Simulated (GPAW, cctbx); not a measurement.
## What do these deviations say about the bonding?

ZnSbRh, P4/nmm (no. 129, origin choice 1), a = 3.7140 Å, b = 3.7140 Å, c = 7.6226 Å, α = 90.00°, β = 90.00°, γ = 90.00°.

| atom | mult. | x | y | z |
| --- | --- | --- | --- | --- |
| Sb1 | 2 | 1/2 | 0 | 0.6357 |
| Rh1 | 2 | 1/2 | 0 | 0.2647 |
| Zn1 | 2 | 1/2 | 1/2 | 0 |

The cell comes from substitution in a known structure type and wasn't matched to any measured phase.

Absolute values of the static structure factors of the conventional cell from DFT (PBE, GPAW) against free spherical atoms, in electrons:

```csv
hkl,d (Å),free atoms,crystal
001,7.623,14.73,14.77
002,3.811,37.24,37.49
101,3.339,11.25,11.44
102,2.660,69.14,69.10
110,2.626,107.13,107.11
003,2.541,137.13,137.00
111,2.483,108.76,108.56
112,2.163,123.88,123.31
103,2.097,107.88,107.47
004,1.906,32.39,32.02
```

**Question.** Which way does charge move, and which reflections show it best?

Project each element's phase sum on the total phase. |F| rises if density moves to atoms that scatter in phase and falls if it moves to atoms that scatter against it; the rule is for low angles, since changes of shape take over beyond. Where all elements are in phase the terms compete, and the compactness of the donor's and the acceptor's density matters too.

| hkl | Sb in phase | Rh in phase | Zn in phase | change (e) | (%) |
| --- | --- | --- | --- | --- | --- |
| 001 | +1.3 | +0.2 | -2.0 | +0.03 | +0.2 |
| 002 | +0.3 | +2.0 | -2.0 | +0.26 | +0.7 |
| 101 | -1.5 | +2.0 | 0.0 | +0.19 | +1.7 |
| 102 | +2.0 | -0.4 | 0.0 | -0.04 | -0.1 |
| 110 | +2.0 | +2.0 | -2.0 | -0.02 | 0.0 |
| 003 | +1.7 | +0.5 | +2.0 | -0.13 | -0.1 |
| 111 | +1.3 | +0.2 | +2.0 | -0.20 | -0.2 |
| 112 | +0.3 | +2.0 | +2.0 | -0.57 | -0.5 |

Low-angle reflections that set elements apart and change by more than 0.05 e: 002, 101, 003, 111 and 112 (001, 102 and 110 hardly move and tell little). The signs fit a gain of density on Rh and a loss on Sb and Zn, apart from 112. The best witness is 101, +1.7 %, where Rh enters with +2.0. The real-space density agrees: Voronoi charges Sb +0.14, Rh -0.20, Zn +0.06 e. The shortest bond, Zn–Zn, has Δρ = +0.02 e/Å³ at its midpoint.

[Outputs are excerpts: Python notices, other lines and further rows are left out; steps that failed or that the build refused (PBEsol, TPSS) are not shown.]

[Logs are printed without paths, hosts, clocks, repeated set-up lines and the standing remarks that a program may print on its own settings, such as how far it seeks lower states.]
